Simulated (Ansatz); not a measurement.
**Tl2S (model cell, started as cuprite): phonons and vibrational spectra**

Task: relax Tl2S (model cell, started as cuprite), then find its harmonic phonons.

Method: DFT PBEsol, scalar-relativistic, plane waves, PAW, in Ansatz 0.2.0.

The structure was built from a prototype and need not be the compound's stable phase.

**1. Set-up**

It takes space group Pn-3m (No. 224, cubic). The conventional cell has a = 6.788 Å, b = 6.788 Å, c = 6.788 Å, α = 90.00°, β = 90.00°, γ = 90.00°. Nearest to S lie 4 Tl at 2.94 Å. Tl has 2 S at 2.94 Å nearest. Farther neighbours and most contacts between anions are not listed.

**2. Bringing the structure to rest, smearing width 0.01 eV**

The cell and atoms are relaxed, since residual forces and stress would shift the frequencies.

File input.yaml:

```yaml
crystal:
  lattice:
    - [6.78779, 0.0, 0.0]
    - [0.0, 6.78779, 0.0]
    - [0.0, 0.0, 6.78779]
  atoms:
    - { symbol: S, position: [0.0, 0.0, 0.0] }
    - { symbol: S, position: [0.5, 0.5, 0.5] }
    - { symbol: Tl, position: [0.25, 0.25, 0.25] }
    - { symbol: Tl, position: [0.75, 0.75, 0.25] }
    - { symbol: Tl, position: [0.75, 0.25, 0.75] }
    - { symbol: Tl, position: [0.25, 0.75, 0.75] }
kpoints:
  mp_grid: { grid: [6, 6, 6] }
hamiltonian:
  xc: pbesol
scf:
  occupations: { method: gaussian, width: 0.01 }
output:
  forces: true
  stress: true
  eigenvalues: true
relax:
  adjacent_minimum: "off"
  f_tol: 0.005
  max_steps: 80
  cell: { stress_tol: 0.05 }
```

Launch:

```
$ ansatz run input.yaml --threads 8 --pin off --max-ram 14336MiB --backend cpu --events-out ev --progress --plain --runs-dir out
```

Numbers of over 12 decimals in the logs are rounded to 6 here.

The program printed:

```text
Engine: ansatz 0.2.0, aarch64-unknown-linux-gnu
Pseudopotentials: kind: paw
Pseudopotential: S, paw, valence charge 6, recommended cutoff 420 eV (normal), S.paw.azcp
Pseudopotential: Tl, paw, valence charge 13, recommended cutoff 420 eV (normal), Tl.paw.azcp
Functional definition: PBEsol
  exchange = pbesol_x
  correlation = pbesol_c
Crystal: 6 atoms, lattice volume = 312.741 Å³
Basis set: ecut = 420 eV, 6043 PW (Γ), exchange–correlation on 96×96×96 points (8 copies of the dense FFT grid, shifted against one another)
Bands: 39, of which v1, the nominal top of the filled ones, is band 32 counted from 1 (31 counted from 0)
Symmetry: 48 space group operations
Space group: Pn-3m (ITA 224), of the structure as read, at distance tolerance 6.8e-5 Å
k-points: 20 of 216
Non-local potential: S, projectors of the file, l = 0: 2, l = 1: 2, l = 2: 2
Non-local potential: Tl, projectors of the file, l = 0: 2, l = 1: 2, l = 2: 2, l = 3: 1
PAW form: soft (Blöchl's): semilocal exchange-correlation on the pseudo side does not see the compensation charge
PAW frozen core: S, regenerated for the run's functional, and the local potential with it (the file was generated under x = pbe(κ = 0.804, μ = 0.219515), c = pbe(β = 0.066725))
PAW frozen core: Tl, regenerated for the run's functional, and the local potential with it (the file was generated under x = pbe(κ = 0.804, μ = 0.219515), c = pbe(β = 0.066725))
PAW one-centre angular grid: S, 110 points (default); XC on 64 Gauss nodes
PAW one-centre angular grid: Tl, 590 points (default); XC on 64 Gauss nodes
Initial density: superposition of atomic densities (neutral atoms: chi_scale 0, normalization atom), corrected by the library's trained network
Initial wavefunctions: pseudopotential atomic-orbital guess
Functional: x = pbesol(κ = 0.804, μ = 0.123457), c = pbesol(β = 0.046)
SCF iter   1: F=—  HF=-46950.554616 eV  |F-HF|=—  |Δ(HF+E_count)|=         —  Δρ=2.62e-3  dr2=4.64e-2  ethr=1.77e-3  ⟨swp⟩=7.4  Hψ=3219  notcnv=0
preconditioner: auto → Resta (q_TF=auto, 2.094 Å⁻¹)  ε∞=3.5  [insulator: Δε(μ)=0.145 eV  Ē_g=10.565 eV  σ=0.010 eV  W_gap=1.00  n_scr=56 (ndim 8)  ℏωp=16.8 eV  f_vac=0.210  D(μ)=0.00/eV (n_scr^D=0)  ε∞_Penn≈3.5]
SCF iter   2: F=—  HF=-46950.561149 eV  |F-HF|=—  |Δ(HF+E_count)|=   6.53e-3  Δρ=1.45e-3  dr2=1.10e-2  ethr=7.25e-5  ⟨swp⟩=2.0  Hψ=1514  notcnv=0  defer=38
SCF iter   3: F=—  HF=-46950.570013 eV  |F-HF|=—  |Δ(HF+E_count)|=   8.86e-3  Δρ=7.13e-4  dr2=5.07e-3  ethr=1.72e-5  ⟨swp⟩=2.9  Hψ=1042  notcnv=0  defer=38
SCF iter   4: F=—  HF=-46950.575614 eV  |F-HF|=—  |Δ(HF+E_count)|=   5.60e-3  Δρ=1.53e-4  dr2=1.46e-4  ethr=7.93e-6  ⟨swp⟩=3.0  Hψ=1146  notcnv=0  defer=38
SCF iter   5: F=—  HF=-46950.576048 eV  |F-HF|=—  |Δ(HF+E_count)|=   4.34e-4  Δρ=4.45e-5  dr2=8.37e-6  ethr=2.29e-7  ⟨swp⟩=3.0  Hψ=1462  notcnv=0  defer=38
SCF iter   6: F=—  HF=-46950.576132 eV  |F-HF|=—  |Δ(HF+E_count)|=   8.38e-5  Δρ=1.03e-5  dr2=6.22e-7  ethr=1.31e-8  ⟨swp⟩=2.0  Hψ=1347  notcnv=0  defer=38
SCF iter   7: F=-46950.576133 eV  HF=-46950.576133 eV  |F-HF|=7.22e-8  |Δ(HF+E_count)|=   1.69e-6  Δρ=2.70e-6  dr2=3.62e-8  ethr=1.56e-10  ⟨swp⟩=10.6  Hψ=3673  notcnv=0
SCF 1 converged in 7 iterations: F = -46950.576133 eV  dr2 = 3.62e-8
  greatest PAW one-centre occupation: 0.967 electrons in one spin orbital (limit 2), on the Tl atom at site 3 (counted from 0), in its partial waves of l = 2
relax step   1: F+E_penalty+E_count = -46950.57613341 eV  Δ(F+E_penalty+E_count) = +0.000e0 eV  max|allowed force component| = 7.228e-20 eV/Å  Δτ_max = 0.0000 Å  P = -0.726 GPa  Ω = 312.741 Å³  (7 SCF iters, dr2 threshold 1.00e-7 eV, accepted)
Crystal: 6 atoms, lattice volume = 302.501 Å³
Basis set: ecut = 420 eV, 5887 PW (Γ), exchange–correlation on 96×96×96 points (8 copies of the dense FFT grid, shifted against one another)
Initial density: handed on by an earlier stage of this run
Initial wavefunctions: those handed on with the density
iter 1 solved again at ethr=2.91e-6 eV; its pass at ethr=3.10e-3 eV (dr2=1.86e-3 eV) is discarded
SCF iter   1: F=—  HF=-46950.612796 eV  |F-HF|=—  |Δ(HF+E_count)|=         —  Δρ=5.29e-4  dr2=2.24e-3  ethr=2.91e-6  ⟨swp⟩=2.5  Hψ=3968  notcnv=0
preconditioner: auto → Resta (q_TF=auto, 2.106 Å⁻¹)  ε∞=3.6  [insulator: Δε(μ)=0.020 eV  Ē_g=10.601 eV  σ=0.010 eV  W_gap=0.83  n_scr=56 (ndim 8)  ℏωp=17.1 eV  f_vac=0.237  D(μ)=0.98/eV (n_scr^D=0)  ε∞_Penn≈3.6]
SCF iter   2: F=—  HF=-46950.612491 eV  |F-HF|=—  |Δ(HF+E_count)|=   3.06e-4  Δρ=2.49e-4  dr2=2.78e-4  ethr=2.91e-6  ⟨swp⟩=2.0  Hψ=915  notcnv=0
SCF iter   3: F=—  HF=-46950.612513 eV  |F-HF|=—  |Δ(HF+E_count)|=   2.23e-5  Δρ=1.22e-4  dr2=5.80e-5  ethr=4.34e-7  ⟨swp⟩=2.0  Hψ=900  notcnv=0
SCF iter   4: F=—  HF=-46950.612545 eV  |F-HF|=—  |Δ(HF+E_count)|=   3.22e-5  Δρ=1.85e-5  dr2=2.26e-6  ethr=9.06e-8  ⟨swp⟩=2.0  Hψ=982  notcnv=0
SCF iter   5: F=—  HF=-46950.612550 eV  |F-HF|=—  |Δ(HF+E_count)|=   5.37e-6  Δρ=8.80e-6  dr2=7.12e-7  ethr=9.37e-10  ⟨swp⟩=7.0  Hψ=3450  notcnv=0
SCF iter   6: F=-46950.612550 eV  HF=-46950.612550 eV  |F-HF|=1.72e-9  |Δ(HF+E_count)|=   5.75e-9  Δρ=2.20e-6  dr2=2.22e-8  ethr=9.37e-10  ⟨swp⟩=4.9  Hψ=2716  notcnv=0
SCF 2 converged in 6 iterations: F = -46950.612550 eV  dr2 = 2.22e-8
  greatest PAW one-centre occupation: 0.967 electrons in one spin orbital (limit 2), on the Tl atom at site 4 (counted from 0), in its partial waves of l = 2
relax step   2: F+E_penalty+E_count = -46950.61255039 eV  Δ(F+E_penalty+E_count) = -3.642e-2 eV  max|allowed force component| = 8.818e-18 eV/Å  Δτ_max = 0.0000 Å  P = -0.374 GPa  Ω = 302.501 Å³  energy of the carried Pulay correction = +9.720e-4 eV  (6 SCF iters, dr2 threshold 6.00e-7 eV, accepted)
Crystal: 6 atoms, lattice volume = 292.336 Å³
Basis set: ecut = 420 eV, 5695 PW (Γ), exchange–correlation on 96×96×96 points (8 copies of the dense FFT grid, shifted against one another)
iter 1 solved again at ethr=6.48e-6 eV; its pass at ethr=3.10e-3 eV (dr2=4.15e-3 eV) is discarded
SCF iter   1: F=—  HF=-46950.626262 eV  |F-HF|=—  |Δ(HF+E_count)|=         —  Δρ=7.43e-4  dr2=4.81e-3  ethr=6.48e-6  ⟨swp⟩=2.4  Hψ=3935  notcnv=0
preconditioner: auto → LDOS  [metal: Δε(μ)=0.007 eV  Ē_g=10.630 eV  σ=0.010 eV  W_gap=0.35  n_scr=56 (ndim 8)  ℏωp=17.4 eV  f_vac=0.218  D(μ)=2.52/eV (n_scr^D=6)  β→1.0]
SCF iter   2: F=—  HF=-46950.625669 eV  |F-HF|=—  |Δ(HF+E_count)|=   5.93e-4  Δρ=4.51e-4  dr2=1.51e-3  ethr=6.48e-6  ⟨swp⟩=2.5  Hψ=1317  notcnv=0
SCF iter   3: F=—  HF=-46950.625381 eV  |F-HF|=—  |Δ(HF+E_count)|=   2.88e-4  Δρ=9.08e-5  dr2=1.83e-5  ethr=2.37e-6  ⟨swp⟩=2.7  Hψ=1422  notcnv=0
SCF iter   4: F=—  HF=-46950.625422 eV  |F-HF|=—  |Δ(HF+E_count)|=   4.15e-5  Δρ=1.87e-5  dr2=1.55e-6  ethr=2.86e-8  ⟨swp⟩=2.0  Hψ=1414  notcnv=0
SCF iter   5: F=-46950.625422 eV  HF=-46950.625422 eV  |F-HF|=6.16e-9  |Δ(HF+E_count)|=   1.97e-7  Δρ=2.93e-6  dr2=6.30e-8  ethr=5.46e-10  ⟨swp⟩=6.0  Hψ=3392  notcnv=0
SCF 3 converged in 5 iterations: F = -46950.625422 eV  dr2 = 6.30e-8
  greatest PAW one-centre occupation: 0.966 electrons in one spin orbital (limit 2), on the Tl atom at site 5 (counted from 0), in its partial waves of l = 2
relax step   3: F+E_penalty+E_count = -46950.62542196 eV  Δ(F+E_penalty+E_count) = -1.287e-2 eV  max|allowed force component| = 1.417e-17 eV/Å  Δτ_max = 0.0000 Å  P = +0.011 GPa  Ω = 292.336 Å³  energy of the carried Pulay correction = +1.993e-3 eV  (5 SCF iters, dr2 threshold 3.49e-7 eV, accepted)
Basis set: ecut = 420 eV, 5695 PW (Γ), exchange–correlation on 90×90×90 points (8 copies of the dense FFT grid, shifted against one another)
Initial wavefunctions: pseudopotential atomic-orbital guess (no wavefunctions were taken with the density)
iter 1 solved again at ethr=3.56e-8 eV; its pass at ethr=3.10e-3 eV (dr2=2.28e-5 eV) is discarded
SCF iter   1: F=—  HF=-46950.623571 eV  |F-HF|=—  |Δ(HF+E_count)|=         —  Δρ=7.02e-5  dr2=2.67e-6  ethr=3.56e-8  ⟨swp⟩=3.7  Hψ=5480  notcnv=0
preconditioner: auto → LDOS  [insulator: Δε(μ)=0.064 eV  Ē_g=10.634 eV  σ=0.010 eV  W_gap=0.53  n_scr=56 (ndim 8)  ℏωp=17.4 eV  f_vac=0.220  D(μ)=2.65/eV (n_scr^D=6)  ε∞_Penn≈3.7  β→1.0]
SCF iter   2: F=—  HF=-46950.623533 eV  |F-HF|=—  |Δ(HF+E_count)|=   3.81e-5  Δρ=2.25e-5  dr2=1.26e-6  ethr=4.18e-9  ⟨swp⟩=2.0  Hψ=1422  notcnv=0
SCF iter   3: F=—  HF=-46950.623532 eV  |F-HF|=—  |Δ(HF+E_count)|=   5.71e-7  Δρ=4.34e-6  dr2=3.81e-8  ethr=1.97e-9  ⟨swp⟩=2.1  Hψ=1314  notcnv=0
SCF iter   4: F=—  HF=-46950.623532 eV  |F-HF|=—  |Δ(HF+E_count)|=   4.83e-9  Δρ=5.92e-7  dr2=5.84e-10  ethr=5.96e-11  ⟨swp⟩=2.0  Hψ=1404  notcnv=0
SCF iter   5: F=-46950.623532 eV  HF=-46950.623532 eV  |F-HF|=2.91e-11  |Δ(HF+E_count)|=  1.75e-10  Δρ=1.02e-7  dr2=1.16e-11  ethr=1.00e-12  ⟨swp⟩=4.2  Hψ=2791  notcnv=0
SCF 4 converged in 5 iterations: F = -46950.623532 eV  dr2 = 1.16e-11
relax step   4: F+E_penalty+E_count = -46950.62353249 eV  Δ(F+E_penalty+E_count) = +1.889e-3 eV  max|allowed force component| = 1.243e-17 eV/Å  Δτ_max = 0.0000 Å  P = +0.008 GPa  Ω = 292.336 Å³  stress off target by 7.61e-3 GPa  SCF on the basis re-selected at this cell (its energy is not comparable with the rows above)  (5 SCF iters)
basis re-selected at this cell: Δ(F+E_penalty+E_count) = +1.889e-3 eV, ΔP = -0.003 GPa vs the last step (what re-selecting the basis moved, of the pressure what is left beyond the Pulay correction that the steps carried, after the strain that the cell walked since its last selection, with what the two solves' SCF thresholds leave and, on support functions, any second-order correction that the steps lacked; it is no measure of the basis error at this ecutwfc). The dense FFT grid was sized anew with the basis: this SCF ran on 45×45×45 points, the steps before it on 48×48×48, so part of this shift can come from that change (see relax.cell in the input reference). [rest of the remark cut]
SCF converged after 5 iterations
Free energy (F): -46950.623532 eV
Harris-Foulkes:  -46950.623532 eV  (|F-HF|=2.91e-11)
Internal energy: -46950.623400 eV  (E = F + TS)
E sigma→0 (E₀):  -46950.623466 eV
Entropy (-TS):   -0.000132 eV (-0.022 meV/atom)
Fermi energy:    3.023788 eV
--- Per-component energies (eV) ---
  E_band       = -360.938800
  E_kinetic    = 1537.000363
  E_local      = -5739.419729  (includes V_loc(G=0)·N_el)
  E_nonlocal   = 1337.063623
  E_hartree    = 2167.718913
  E_xc         = -1103.920490
  E_vxc        = -737.451361  (∫ρ·V_xc dr)
  E_paw        = -41231.380258  (= ΣΔE_a)
  E_vpaw       = -1093.569490  (= ΣTr[D̂ρ^β])
  E_aug_tail   = 0.000135  (compensation charges beyond the density's cutoff)
  E_ewald      = -3917.962918
  E_core_change = 0.276959  (= ΣΔE_core)
  E_smearing   = -0.000132  (= −TS)
  E_closure    = -0.000000  (closes the sum)
  Σ components = -46950.623532   (vs F -46950.623532, Δ=0.00e0)
--- Forces (eV/Å), atoms counted from 1 ---
  atom   1  S      0.00000000     0.00000000     0.00000000
  atom   2  S     -0.00000000    -0.00000000    -0.00000000
  atom   3  Tl    -0.00000000    -0.00000000     0.00000000
  atom   4  Tl    -0.00000000    -0.00000000     0.00000000
  atom   5  Tl     0.00000000     0.00000000     0.00000000
  atom   6  Tl     0.00000000     0.00000000    -0.00000000
  max |Σ_I F_I| component: 6.73e-29 eV/Å
--- Stress (GPa, compression-positive) ---
        0.007609       0.000000      -0.000000
        0.000000       0.007609       0.000000
       -0.000000       0.000000       0.007609
  P = ⅓ Tr σ = 0.0076 GPa (0.076 kbar)
--- Band table (eV; the first three rows and the last of 20) ---
  k-point 0: bands = [... 28 lower, 0.6702, 2.9887, 2.9887, 3.0177, 3.0177, 3.0177, 5.3795, 5.3795, ... 3 higher]
  k-point 1: bands = [... 28 lower, 0.8534, 2.8179, 2.9488, 2.9488, 3.0873, 3.2173, 5.0632, 5.4108, ... 3 higher]
  k-point 2: bands = [... 28 lower, 1.3098, 2.4233, 2.8305, 2.8305, 3.3781, 3.6934, 4.4430, 5.2373, ... 3 higher]
  k-point 19: bands = [... 28 lower, 0.3484, 3.0233, 3.0233, 3.0233, 3.7461, 3.7461, 3.7461, 5.6991, ... 3 higher]
--- Relaxed structure (3 steps of the walk, 3 accepted, 1 SCFs on fresh bases) ---
  F+E_penalty+E_count = -46950.62353249 eV   max|allowed force component| = 1.243e-17 eV/Å   (the final SCF, on the basis selected at the relaxed cell)
  cell:  # Å, volume = 292.3357 Å³
    - [6.636829, 0, 0]
    - [0, 6.636829, 0.0]
    - [0, 0.0, 6.636829]
  atoms:
    - { symbol: S, position: [0, 0, 0] }
    - { symbol: S, position: [0.5, 0.5, 0.5] }
    - { symbol: Tl, position: [0.25, 0.25, 0.25] }
    - { symbol: Tl, position: [0.75, 0.75, 0.25] }
    - { symbol: Tl, position: [0.75, 0.25, 0.75] }
    - { symbol: Tl, position: [0.25, 0.75, 0.75] }
```

The job ended after 13 s (8 threads of Arm Neoverse N1, shared host; peak memory 1 GiB).

The steps of the relaxation:

| step | energy less that of the first step (eV) | largest force component (eV/Å) | pressure (GPa) | volume (Å³) |
| --- | --- | --- | --- | --- |
| 1 | 0.0000 | 0.0000 | -0.73 | 312.74 |
| 2 | -0.0364 | 0.0000 | -0.37 | 302.50 |
| 3 | -0.0493 | 0.0000 | 0.01 | 292.34 |
| 4* | -0.0474 | 0.0000 | 0.01 | 292.34 |

Relaxation steps marked * repeat the geometry before them on a plane-wave basis chosen anew for their cell, so energy and pressure can jump there.

Forces are held to the 48 operations that the run works with; a distortion that breaks them can't arise in this run.

| conventional cell, symmetrised | before | after | change |
| --- | --- | --- | --- |
| a (Å) | 6.788 | 6.637 | -2.2 % |
| b (Å) | 6.788 | 6.637 | -2.2 % |
| c (Å) | 6.788 | 6.637 | -2.2 % |
| volume (Å³/atom) | 52.12 | 48.72 | -6.5 % |

Final coordinates:

```xyz
6
Lattice="6.6368 0.0000 0.0000 0.0000 6.6368 0.0000 0.0000 0.0000 6.6368" Properties=species:S:1:pos:R:3 pbc="T T T"
S     0.0000    0.0000    0.0000
S     3.3184    3.3184    3.3184
Tl    1.6592    1.6592    1.6592
Tl    4.9776    4.9776    1.6592
Tl    4.9776    1.6592    4.9776
Tl    1.6592    4.9776    4.9776
```

This step gave:

```
pressure          : 0.007609 GPa
volume per atom   : 48.72 Å³
gap on the k-mesh : 0 eV
```

In this step the volume went from 52.12 to 48.72 Å³/atom.

**3. Bringing the structure to rest, smearing width 0.1 eV**

The relaxation is repeated from its end, on the mesh and smearing that suit the cell and gap now reached.

input.yaml, the sections that differ from step 2:

```yaml
crystal:
  lattice:
    - [6.6368285313, 0.0, 0.0]
    - [0.0, 6.6368285313, 0.0]
    - [0.0, 0.0, 6.6368285313]
  atoms:
    - { symbol: S, position: [0.0, 0.0, 0.0] }
    - { symbol: S, position: [0.5, 0.5, 0.5] }
    - { symbol: Tl, position: [0.25, 0.25, 0.25] }
    - { symbol: Tl, position: [0.75, 0.75, 0.25] }
    - { symbol: Tl, position: [0.75, 0.25, 0.75] }
    - { symbol: Tl, position: [0.25, 0.75, 0.75] }
scf:
  occupations: { method: gaussian, width: 0.1 }
output:
  forces: true
  stress: true
  eigenvalues: true
  write_density: true
  write_potential: true
  elf: true
  volumetric_format: npy
# kpoints, hamiltonian, relax: as in step 2
```

The program printed:

```text
[...]
Crystal: 6 atoms, lattice volume = 292.336 Å³
Basis set: ecut = 420 eV, 5695 PW (Γ), exchange–correlation on 90×90×90 points (8 copies of the dense FFT grid, shifted against one another)
Bands: 39, of which v1, the nominal top of the filled ones, is band 32 counted from 1 (31 counted from 0)
Symmetry: 48 space group operations
[...]
k-points: 20 of 216
[...]
cell:  # Å, volume = 292.3357 Å³
    - [6.6368285313, 0.0, 0.0]
    - [0.0, 6.6368285313, 0.0]
    - [0.0, 0.0, 6.6368285313]
  atoms:
    - { symbol: S, position: [0.0, 0.0, 0.0] }
    - { symbol: S, position: [0.5, 0.5, 0.5] }
    - { symbol: Tl, position: [0.25, 0.25, 0.25] }
    - { symbol: Tl, position: [0.75, 0.75, 0.25] }
    - { symbol: Tl, position: [0.75, 0.25, 0.75] }
    - { symbol: Tl, position: [0.25, 0.75, 0.75] }
[key lines of the parts left out:]
SCF converged after 5 iterations
Free energy (F): -46950.626269 eV
Fermi energy:    3.050676 eV
P = ⅓ Tr σ = -0.0110 GPa (-0.110 kbar)
```

Elapsed: 6.9 s, on 8 threads; peak memory 0.95 GiB; 51 s of CPU time.

Little changed from the start: no atom moved by 0.005 Å and no cell edge by 0.1 %.

Numbers from this step:

```
pressure : -0.01103 GPa
```

In this step the volume went from 48.72 to 48.72 Å³/atom.

**4. Relaxing to small forces for the phonons**

Phonons need a cell at rest on their own settings, so the relaxation is repeated with tight tolerances on forces and stress on the k mesh and occupations of the first response run.

input.yaml, the sections that differ from step 3:

```yaml
scf:
  occupations: { method: methfessel_paxton, width: 0.2 }
output:
  forces: true
  stress: true
  eigenvalues: true
relax:
  adjacent_minimum: "off"
  f_tol: 0.001
  max_steps: 60
  cell: { stress_tol: 0.01 }
# crystal, kpoints, hamiltonian: as in step 3
```

The program printed:

```text
[...]
Crystal: 6 atoms, lattice volume = 292.336 Å³
Basis set: ecut = 420 eV, 5695 PW (Γ), exchange–correlation on 90×90×90 points (8 copies of the dense FFT grid, shifted against one another)
Bands: 39, of which v1, the nominal top of the filled ones, is band 32 counted from 1 (31 counted from 0)
Symmetry: 48 space group operations
[...]
k-points: 20 of 216
[...]
cell:  # Å, volume = 292.3357 Å³
    - [6.6368285313, 0.0, 0.0]
    - [0.0, 6.6368285313, 0.0]
    - [0.0, 0.0, 6.6368285313]
  atoms:
    - { symbol: S, position: [0.0, 0.0, 0.0] }
    - { symbol: S, position: [0.5, 0.5, 0.5] }
    - { symbol: Tl, position: [0.25, 0.25, 0.25] }
    - { symbol: Tl, position: [0.75, 0.75, 0.25] }
    - { symbol: Tl, position: [0.75, 0.25, 0.75] }
    - { symbol: Tl, position: [0.25, 0.75, 0.75] }
[key lines of the parts left out:]
SCF converged after 6 iterations
Free energy (F): -46950.613227 eV
Fermi energy:    3.013351 eV
P = ⅓ Tr σ = -0.0049 GPa (-0.049 kbar)
```

Run time: 6.6 s. Hardware: 8 threads; peak memory 0.96 GiB.

Little changed from the start: no atom moved by 0.005 Å and no cell edge by 0.1 %.

This step gave:

* pressure: -0.004885 GPa

The forces vanish by symmetry and the pressure is -0.005 GPa, within the tolerances set. The cell now holds 48.72 Å³/atom.

(Part 1 of 2 ends here.)

[Logs are printed without paths, hosts, clocks, repeated set-up lines and the standing remarks that a program may print on its own settings, such as how far it seeks lower states.]

[Hosts, paths, dates, database ids (printed as entryN), source tags and the programs' standing remarks are cut or masked in the printed files.]
